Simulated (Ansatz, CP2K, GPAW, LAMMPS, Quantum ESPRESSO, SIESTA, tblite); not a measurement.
**Glassy 77SiO2-6B2O3-8CaO-8MgO (mol %) (142 atoms) in GPAW**

Aim: run glassy 77SiO2-6B2O3-8CaO-8MgO (mol %) (142 atoms) in GPAW and see how near its forces come to a plane-wave reference, and at what cost.

Method: the method is named at each step, in GPAW 26.7.0.

### Step 1. Starting point

The cell holds 142 atoms: 37 Si, 6 B, 4 Ca, 4 Mg and 91 O. Its edges and angles: a = 12.161 Å, b = 12.161 Å, c = 12.161 Å, α = 90.0°, β = 90.0°, γ = 90.0°. 142 atoms (37 Si, 6 B, 4 Ca, 4 Mg, 91 O) placed at random at 2.31 g/cm³, melted at 3000 K for 20 ps at fixed volume with the Buckingham and Coulomb pair potential of Guillot and Sator (Geochim. Cosmochim. Acta 71, 1249 (2007)) with the boron terms of Wang et al. (J. Non-Cryst. Solids 498, 294 (2018)). Quenched from 3000 K to 300 K at 300 K/ps and fixed volume, held 10 ps at zero pressure.

The yardstick, on the same geometry:

- method: Kohn-Sham DFT, PBE, SSSP efficiency 1.3.0 pseudopotentials, plane waves (Quantum ESPRESSO 7.5); sssp-pbe-1.3.0-efficiency, cutoffs 60/480 Ry, Γ point
- r.m.s. force component: 1.174 eV/Å
- longest force: 5.92 eV/Å
- pressure: 1.426 GPa
- gap (highest filled to lowest empty level): 2.079 eV
- time: 7.4 min on 4 MPI ranks of Arm Neoverse V1, shared host
- CPU time: 30 min

### Step 2. PBE, LCAO dzp, h 0.18 Å

Method: Kohn-Sham DFT, PBE, PAW, atomic orbitals (dzp).

Contents of run.py:

```python
import numpy as np
from ase.io import read
from gpaw import GPAW, FermiDirac
from ase.parallel import parprint as print

atoms = read("structure.xyz")
atoms.calc = GPAW(
    mode="lcao",
    basis="dzp",
    h=0.18,
    xc="PBE",
    kpts={"size": (1, 1, 1), "gamma": True},
    occupations=FermiDirac(0.05),
    maxiter=200,
    symmetry={"point_group": False},
    txt="gpaw.txt",
)
energy = atoms.get_potential_energy(force_consistent=True)
forces = atoms.get_forces()
print(f"energy {energy:.6f} eV")
print("forces (eV/A)")
for i, (a, f) in enumerate(zip(atoms, forces)):
    print(f"{i:4d} {a.symbol:2s} {f[0]:10.5f} {f[1]:10.5f} {f[2]:10.5f}")
print(f"Fermi level {atoms.calc.get_fermi_level():.4f} eV")
for k in range(len(atoms.calc.get_ibz_k_points())):
    for s in range(atoms.calc.get_number_of_spins()):
        e = atoms.calc.get_eigenvalues(kpt=k, spin=s)
        n = np.searchsorted(e, atoms.calc.get_fermi_level())
        print(f"k {k} spin {s} levels about the Fermi level:", np.round(e[max(n - 6, 0):n], 4).tolist(), "|", np.round(e[n:n + 6], 4).tolist())
```

Contents of structure.xyz:

```xyz
142
Lattice="12.16067 0.00000 0.00000 0.00000 12.16067 0.00000 0.00000 0.00000 12.16067" Properties=species:S:1:pos:R:3 pbc="T T T"
Si 3.56709 6.32172 7.15753
Si 9.10931 10.35736 11.49828
Si 0.19773 3.17892 10.50268
Si 11.43760 8.91985 9.79019
Si 8.23654 4.86828 8.51235
Si 7.05744 10.78615 5.07842
Si 5.40335 10.55254 2.45670
Si 8.19945 8.23071 6.25010
Si 3.61877 2.21130 7.29956
Si 9.04584 5.70214 11.11424
Si 8.26099 1.23844 3.97593
Si 2.37826 3.35282 2.41584
Si 11.86127 11.30237 8.00245
Si 2.61710 6.43470 10.21277
Si 11.24923 2.07327 8.13634
Si 3.25043 11.60809 8.28470
Si 4.84773 4.89285 2.43566
Si 4.59017 8.39828 10.62867
Si 1.85073 11.31283 11.10512
Si 6.26469 7.20787 8.24323
Si 8.17039 3.86721 5.70396
Si 2.83854 2.17092 11.54181
Si 1.42231 10.08265 1.57687
Si 7.02242 6.16011 4.14302
Si 10.95713 0.53093 2.64118
Si 11.15741 0.39291 11.62864
Si 12.08418 6.63000 11.46703
Si 11.98057 4.63358 1.29134
Si 2.39310 8.16820 5.22787
Si 6.04434 11.03715 11.60809
Si 10.54561 6.85996 7.44683
Si 1.73326 0.55209 3.50154
Si 0.19506 5.88382 4.99037
Si 3.51091 8.05328 2.52334
Si 5.96359 1.95276 11.11899
Si 10.47520 9.85294 2.23039
Si 6.81107 2.64045 2.08142
B 1.78531 10.95020 5.85512
B 4.42806 6.24292 0.32639
B 2.12654 4.09778 5.79006
B 5.63927 0.17110 7.07009
B 8.43428 7.40013 1.93367
B 9.07891 4.30840 1.50561
Ca 9.13108 0.89977 6.80462
Ca 10.68388 10.01772 5.30424
Ca 11.15924 3.04965 4.28007
Ca 5.03719 4.54469 10.04021
Mg 4.09766 11.88681 5.21450
Mg 11.42495 7.33629 2.28694
Mg 7.74513 2.11365 8.51490
Mg 6.95189 8.36216 11.86298
O 11.01404 7.74246 8.72492
O 0.14824 1.03962 3.40766
O 4.45774 3.26380 8.12235
O 10.66211 11.18636 3.11398
O 9.69120 1.40662 3.20336
[... 82 atom lines left out ...]
O 5.85111 11.30882 1.08364
O 4.44509 11.53038 3.32023
O 11.57161 1.82556 10.92247
O 2.21300 10.20645 0.09972
```

The run is started by

```
$ OMP_NUM_THREADS=1 mpirun -np 2 gpaw python run.py > output.txt
```

Log:

```text
energy -1001.854957 eV
forces (eV/A)
   0 Si    0.32529    1.35095   -2.06185
   1 Si    5.18789    1.99689    2.57916
   2 Si    0.40973   -1.24380    0.14808
   3 Si   -1.97385   -0.79381    1.34380
   4 Si    2.28237    2.47303    1.05857
   5 Si   -1.38974    0.00954   -1.86675
   6 Si   -1.42145    0.20087    2.67264
   7 Si   -0.66118   -1.66211    0.70524
   8 Si    1.32939   -1.37608    1.70864
   9 Si   -2.00760    2.85720    1.50351
  10 Si   -1.42093   -0.82887   -0.45554
  11 Si   -0.47342   -2.14197   -3.05127
  12 Si   -2.75454    0.26096   -2.89441
  13 Si    1.18376    0.57922    0.09499
  14 Si   -0.41690    0.04773   -0.06764
  15 Si    1.63265    3.30050   -1.14911
  16 Si    0.38559    0.52007    0.07034
  17 Si   -1.46531   -1.03820    3.38066
  18 Si   -0.94712    1.27163    0.27322
  19 Si   -1.18357   -2.26917   -1.58325
  20 Si    3.66128    3.05446   -1.16091
  21 Si   -1.45644   -1.37295    0.79369
  22 Si    1.56812    1.16083   -0.33090
  23 Si    1.33922   -0.84337   -3.05290
[...]
134 O    -0.26275   -0.89357   -1.01365
 135 O    -1.61566    1.19511    0.42993
 136 O     0.98841    2.10055   -2.01408
 137 O     0.32853    0.01540   -2.12018
 138 O     1.01829    0.05552   -1.75355
 139 O    -0.52058    0.88376    0.52205
 140 O    -1.48424   -1.62247    0.49294
 141 O    -0.22350   -0.70323   -0.13568
Fermi level 5.4967 eV
k 0 spin 0 levels about the Fermi level: [3.1701, 3.2751, 3.351, 3.44, 3.8702, 4.5461] | [6.448, 7.1451, 7.4271, 7.6937, 7.7336, 7.7855]
```

gpaw.txt:

```text
Input parameters:
  mode=LCAO(),
  basis={'default': 'dzp'},
  h=0.18,
  kpts=MonkhorstPack(size=(1, 1, 1), gamma=True),
  maxiter=200,
  occupations=Occupations(name='fermi-dirac', width=0.05, fixmagmom=False),
  symmetry=Symmetry(point_group=False),
  xc=XC(name='PBE')
Unit cell  # Å
| periodic |         x |         y |         z |   lengths |    angles |
|----------|-----------|-----------|-----------|-----------|-----------|
|      yes | 12.160670 |  0.000000 |  0.000000 | 12.160670 | 90.000000 |
|      yes |  0.000000 | 12.160670 |  0.000000 | 12.160670 | 90.000000 |
|      yes |  0.000000 |  0.000000 | 12.160670 | 12.160670 | 90.000000 |
Number of symmetries: 1
Symmetry operations  # r_c * U_cc + t_c -> r_c
|   | kind |            matrix            |
|---|------|------------------------------|
| 0 |  E   |  1, 0, 0,  0, 1, 0,  0, 0, 1 |
BZ-sampling:
  Number of BZ points: 1
  Number of IBZ points: 1
  Monkhorst-Pack size: [1, 1, 1]
  Monkhorst-Pack shift: [0, 0, 0]
[... lines left out ...]
eigensolver:
density mixing:
  MSR1-Mixer
occupation numbers:
  Fermi-Dirac:
    width: 0.0500  # eV
FastPoissonSolver using
    Stencil: 6*3+1=19 point O(h^6) finite-difference Laplacian
xc functional:
  name: PBE with 2 nearest neighbor stencil
interpolation: tri-quintic # 5. degree polynomial
Initialization done in: 12.405 s
convergence criteria:
- Maximum [total energy] change in last 3 cyles: 0.0005 eV / valence electron
- Maximum integral of absolute [dens]ity change: 0.0001 electrons / valence electron
- Maximum integral of absolute [eigenst]ate change: 4e-08 eV^2 / valence electron
maximum number of iterations: 200
SCF iterations
|iter     |      energy | eigst |  dens |
|---------|-------------|-------|-------|
|iter:   1|-1085.954386 |      c|       |
|iter:   2|-1064.575450 |      c| -0.82 |
|iter:   3|-1000.925079 |      c| -0.86 |
|iter:   4|-1001.593200 |      c| -1.48 |
|iter:   5|-1001.936263 |      c| -1.79 |
|iter:   6|-1001.856808c|      c| -2.31 |
|iter:   7|-1001.855460c|      c| -3.05 |
|iter:   8|-1001.854986c|      c| -3.44 |
|iter:   9|-1001.854959c|      c| -3.95 |
|iter:  10|-1001.854957c|      c| -4.48c|
Converged in 10 steps
SCF loop duration: 174.653 s (17.465 s/step)
Energy contributions relative to reference atoms: (reference = -577371.290548)
Energy contributions:
  Kinetic:        1072.093079
  Coulomb:        -925.441058
  Zero:             12.792582
  External:          0.000000
  Xc:            -1161.299560
  Entropy:          -0.000000
  Spinorbit:         0.000000
  ----------------------------
  Free energy:   -1001.854957
  Extrapolated:  -1001.854957
dipole moment: (-20.837061, 47.725962, 64.705864)  # |e|*Ang
Fermi level: 5.497
Eigenvalues  # (at kpt = [0.000, 0.000, 0.000])
| band index |      eig [eV] | occ [0-2] |
|------------|---------------|-----------|
|          0 |       -71.269 |     2.000 |
|        ... |               |           |
|        388 |         3.006 |     2.000 |
|        389 |         3.148 |     2.000 |
[...]
|        403 |         7.976 |     0.000 |
|        ... |               |           |
|        479 |        11.295 |     0.000 |
Gap: 1.902 eV
Transition (v -> c):
  (s=0, k=0, n=395, [0.00, 0.00, 0.00]) -> (s=0, k=0, n=396, [0.00, 0.00, 0.00])
No difference between direct/indirect transitions
Force computation time: 40.329  # s
timing:  # [seconds]
  Total:  227.393  # ━━━━━━━━━━━━━━━━━━━━━━━━━━━━━━━━━━━━━━━━━━━━━━━━━━━━━━━━
  Init:    12.405  # ━━━
  SCF:    174.653  # ━━━━━━━━━━━━━━━━━━━━━━━━━━━━━━━━━━━━━━━━━━━
  Forces:  40.329  # ━━━━━━━━━━
```

Run time: 3.8 min. Hardware: 2 MPI ranks of Arm Neoverse V1, shared host; peak memory 3.2 GiB.

Banners, paths, timers and routine set-up lines are dropped from the logs unmarked, and long logs keep their key lines alone; longer cuts are marked.

Against the reference:

| Quantity | Value |
| --- | --- |
| r.m.s. force component | 1.317 eV/Å |
| r.m.s. difference of force components | 312.4 meV/Å |
| longest difference of force vectors | 984 meV/Å |
| force difference over r.m.s. force | 26.62 % |
| slope of forces against the reference's | 1.094 |
| correlation of force components | 0.975 |
| gap (highest filled to lowest empty level) | 1.902 eV |
| gap difference | -0.177 eV |

This run lies far from the reference in forces at the same functional. Basis and potentials both differ; the latter hold 792 valence electrons against the reference's 760.

Length of the force difference by element (eV/Å):

```
element  atoms  mean  most
      B      6  0.18  0.28
     Ca      4  0.11  0.18
     Mg      4  0.17  0.26
      O     91  0.62  0.98
     Si     37  0.26  0.45
```

Levels nearest the highest filled one (eV from it): -1.38, -1.27, -1.20, -1.11, -0.68, 0.00, 1.90, 2.60, 2.88, 3.15, 3.19, 3.24.

A closer look about O137, picked at random: 11 atoms, nearest first, numbered in the order of the input, with positions taken from that point.

| atom | x | y | z | distance (Å) | bonds | Fx | Fy | Fz (eV/Å) |
| --- | --- | --- | --- | --- | --- | --- | --- | --- |
| O137 | 0.00 | 0.00 | 0.00 | 0.00 | 3 | 0.99 | 2.10 | -2.01 |
| Si35 | -0.76 | -0.78 | 1.09 | 1.54 | 4 | -0.32 | -1.94 | 3.48 |
| Mg50 | 1.02 | -0.62 | -1.51 | 1.93 | 4 | -1.43 | -0.66 | 1.79 |
| Ca47 | -1.68 | 1.81 | 0.01 | 2.47 | 6 | 0.23 | -1.25 | -1.26 |
| O90 | -2.33 | -0.29 | 1.15 | 2.62 | 3 | 0.67 | 0.93 | -0.80 |
| O83 | -0.12 | -0.47 | 2.60 | 2.64 | 2 | 0.07 | -0.10 | 0.67 |
| O87 | -0.77 | -2.42 | 0.86 | 2.68 | 2 | 0.08 | -1.05 | -0.60 |
| O105 | 2.22 | 1.84 | -0.08 | 2.88 | 2 | -0.89 | -2.56 | -1.12 |
| O54 | -2.26 | 0.53 | -1.91 | 3.01 | 2 | 0.59 | 1.96 | 1.44 |
| Si5 | 1.51 | 2.13 | -1.52 | 3.02 | 4 | 2.28 | 2.47 | 1.06 |
| O129 | 1.24 | 1.03 | -2.67 | 3.12 | 3 | -1.00 | -2.25 | 0.46 |

Atoms are counted from 1 here, from 0 in the log.

Forces lie 27 % from the reference's, at 0.26 times its CPU time (on 2 against 4 cores).

### Step 3. PBE, LCAO sz(dzp), h 0.18 Å

Method: Kohn-Sham DFT, PBE, PAW, atomic orbitals (sz(dzp)).

Edit run.py of step 2 so:

```diff
@@ -3,3 +3,2 @@
 from gpaw import GPAW, FermiDirac
-from ase.parallel import parprint as print
 
@@ -8,3 +7,3 @@
     mode="lcao",
-    basis="dzp",
+    basis="sz(dzp)",
     h=0.18,
```

structure.xyz is that of step 2.

The run is started by

```
$ OMP_NUM_THREADS=1 python run.py > output.txt
```

Log:

```text
energy -770.396548 eV
forces (eV/A)
   0 Si    0.63303    0.64912   -2.00840
   1 Si    4.09661    1.25356    2.12966
   2 Si    0.20362    0.49029   -0.11108
   3 Si   -1.68778   -0.60454    1.49429
   4 Si    2.00250    1.00930    0.84032
   5 Si   -0.32146   -0.39778   -1.46535
   6 Si   -0.39475   -0.34573    1.49241
   7 Si   -0.43101   -0.88685    0.25534
   8 Si    0.48370   -1.14154    1.56117
   9 Si   -1.42543    2.70958    2.01298
  10 Si   -0.80387   -1.15164    0.15029
  11 Si   -0.57016   -2.26287   -2.30884
  12 Si   -0.52364    0.05344   -1.50989
  13 Si   -0.52467   -0.09222   -1.11889
  14 Si    1.13258    0.53991    0.94556
  15 Si    0.66490    1.60002    0.46633
  16 Si   -0.51883    1.13600    1.59465
  17 Si   -2.10102    1.69615    2.88954
  18 Si   -0.53816    0.23367   -1.35448
  19 Si   -1.65483   -1.56862   -0.50914
  20 Si    2.13638    1.55574   -0.10967
  21 Si   -0.76634   -1.44179    0.81730
  22 Si    1.76405    0.90678   -0.54711
  23 Si    0.35951   -0.44033   -2.63879
[...]
134 O    -0.77628   -1.41114   -1.19866
 135 O    -2.26543    1.54406    0.83493
 136 O     2.40824    3.53997   -4.44658
 137 O     1.60582   -1.16466   -3.52928
 138 O     1.15556    0.51355   -1.68683
 139 O    -1.97081    2.08559    2.48252
 140 O    -1.50992   -1.76768    0.36412
 141 O     0.48617   -1.50691    0.14870
Fermi level 6.3459 eV
k 0 spin 0 levels about the Fermi level: [4.4204, 4.4429, 4.4827, 4.5596, 5.0678, 5.6844] | [7.0074, 7.931, 8.1079, 8.3588, 8.5363, 8.5572]
```

gpaw.txt:

```text
Input parameters:
  mode=LCAO(),
  basis={'default': 'sz(dzp)'},
  h=0.18,
  kpts=MonkhorstPack(size=(1, 1, 1), gamma=True),
  maxiter=200,
  occupations=Occupations(name='fermi-dirac', width=0.05, fixmagmom=False),
  symmetry=Symmetry(point_group=False),
  xc=XC(name='PBE')
Unit cell  # Å
| periodic |         x |         y |         z |   lengths |    angles |
[... lines left out ...]
  Fermi-Dirac:
[... lines left out ...]
convergence criteria:
- Maximum [total energy] change in last 3 cyles: 0.0005 eV / valence electron
[... lines left out ...]
Converged in 10 steps
[... lines left out ...]
  Free energy:    -770.396548
  Extrapolated:   -770.396546
dipole moment: (-15.749822, 48.746501, 68.530044)  # |e|*Ang
Fermi level: 6.346
Eigenvalues  # (at kpt = [0.000, 0.000, 0.000])
| band index |      eig [eV] | occ [0-2] |
|------------|---------------|-----------|
|          0 |       -71.199 |     2.000 |
|        ... |               |           |
|        388 |         4.277 |     2.000 |
|        389 |         4.375 |     2.000 |
[...]
|        403 |         8.847 |     0.000 |
|        ... |               |           |
|        479 |        12.921 |     0.000 |
Gap: 1.323 eV
Transition (v -> c):
  (s=0, k=0, n=395, [0.00, 0.00, 0.00]) -> (s=0, k=0, n=396, [0.00, 0.00, 0.00])
No difference between direct/indirect transitions
Force computation time: 15.186  # s
timing:  # [seconds]
  Total:  102.825  # ━━━━━━━━━━━━━━━━━━━━━━━━━━━━━━━━━━━━━━━━━━━━━━━━━━━━━━━━
  Init:    15.226  # ━━━━━━━━╸
  SCF:     72.372  # ━━━━━━━━━━━━━━━━━━━━━━━━━━━━━━━━━━━━━━━╸
  Forces:  15.186  # ━━━━━━━━╸
```

Wall time 1.7 min (1 thread); peak memory 1.9 GiB.

Against the reference:

```
r.m.s. force component                           : 1.627 eV/Å
r.m.s. difference of force components            : 1012 meV/Å
longest difference of force vectors              : 4243 meV/Å
force difference over r.m.s. force               : 86.21 %
slope of forces against the reference's          : 1.09
correlation of force components                  : 0.7859
gap (highest filled to lowest empty level) : 1.323 eV
gap difference                                   : -0.7559 eV
```

This is a coarse setting, run to see what it loses.

Against the first run (27 %), the force difference from the reference is 86 %, at 0.23 times the CPU time (on 1 against 2 cores), with 620 basis functions against 1934: the smaller basis costs accuracy.

### Step 4. Side by side

Differences are against the plane-wave reference, forces as r.m.s. over components; share is that over the reference's r.m.s. force, slope the least-squares factor from reference forces to these. Total energies of different programs have different zeros and aren't compared.

```
                                      run  Δ force, r.m.s. (meV/Å)  share (%)  slope  Δ gap (eV)  cores  CPU time  memory (GiB)
                                reference                        -          -      -           -      4    30 min           7.4
             GPAW PBE, LCAO dzp, h 0.18 Å                      312       26.6  1.094      -0.177      2   7.7 min           3.2
GPAW PBE, LCAO sz(dzp), h 0.18 Å (coarse)                     1012       86.2  1.090      -0.756      1   1.7 min           1.9
```

Rows marked coarse were listed beforehand as settings not expected to be converged; some can still land near the reference.

CPU time is summed over cores on a shared host, where runs went side by side, so it is rough. Symmetry, cutoffs, thresholds, outputs and thread counts weren't matched or tuned between programs; memory under MPI is the largest rank's times the ranks.

### Step 5. What came out

| Item | Value |
| --- | --- |
| nearest in forces | GPAW PBE, LCAO dzp, h 0.18 Å, 27 % |
| its CPU time | 7.7 min |

The PBE run in local orbitals, coarse settings apart, differs by 27 % (GPAW PBE, LCAO dzp, h 0.18 Å); basis, grid and potentials can all enter. Runs with settings chosen to be coarse differ by 86 % (GPAW PBE, LCAO sz(dzp), h 0.18 Å), their programs' other errors included. Of the electronic-structure runs that take under half the reference's CPU time, GPAW PBE, LCAO dzp, h 0.18 Å comes nearest, at 27 % in 7.7 min against 30 min. At the same functional, gaps differ from the reference's 2.08 eV by between -0.76 and -0.18 eV. The potentials hold different valence shells: 760 electrons in the reference, 792 in GPAW; this bears on time and differences. The quench rate of 300 K/ps is many orders above laboratory rates, so the cell is likely richer in defects and strain than a real sample. The network of bonds at the start is that of the classical potential that made the cell, and needn't be the one that DFT or experiment would give. The reference's stress is far from hydrostatic: its diagonal is 1.8, 3.3, -0.8 GPa, compression counted positive. The electronic-structure runs sample only Γ, in a cell whose shortest periodic width is 12 Å.

[Also dropped from logs without a mark: logging warnings of Python, and SIESTA's first energy breakdown and zero terms.]

[Logs are printed without paths, hosts, clocks, repeated set-up lines and the standing remarks that a program may print on its own settings, such as how far it seeks lower states.]

[Hosts, paths, dates, database ids (printed as entryN), source tags and the programs' standing remarks are cut or masked in the printed files.]
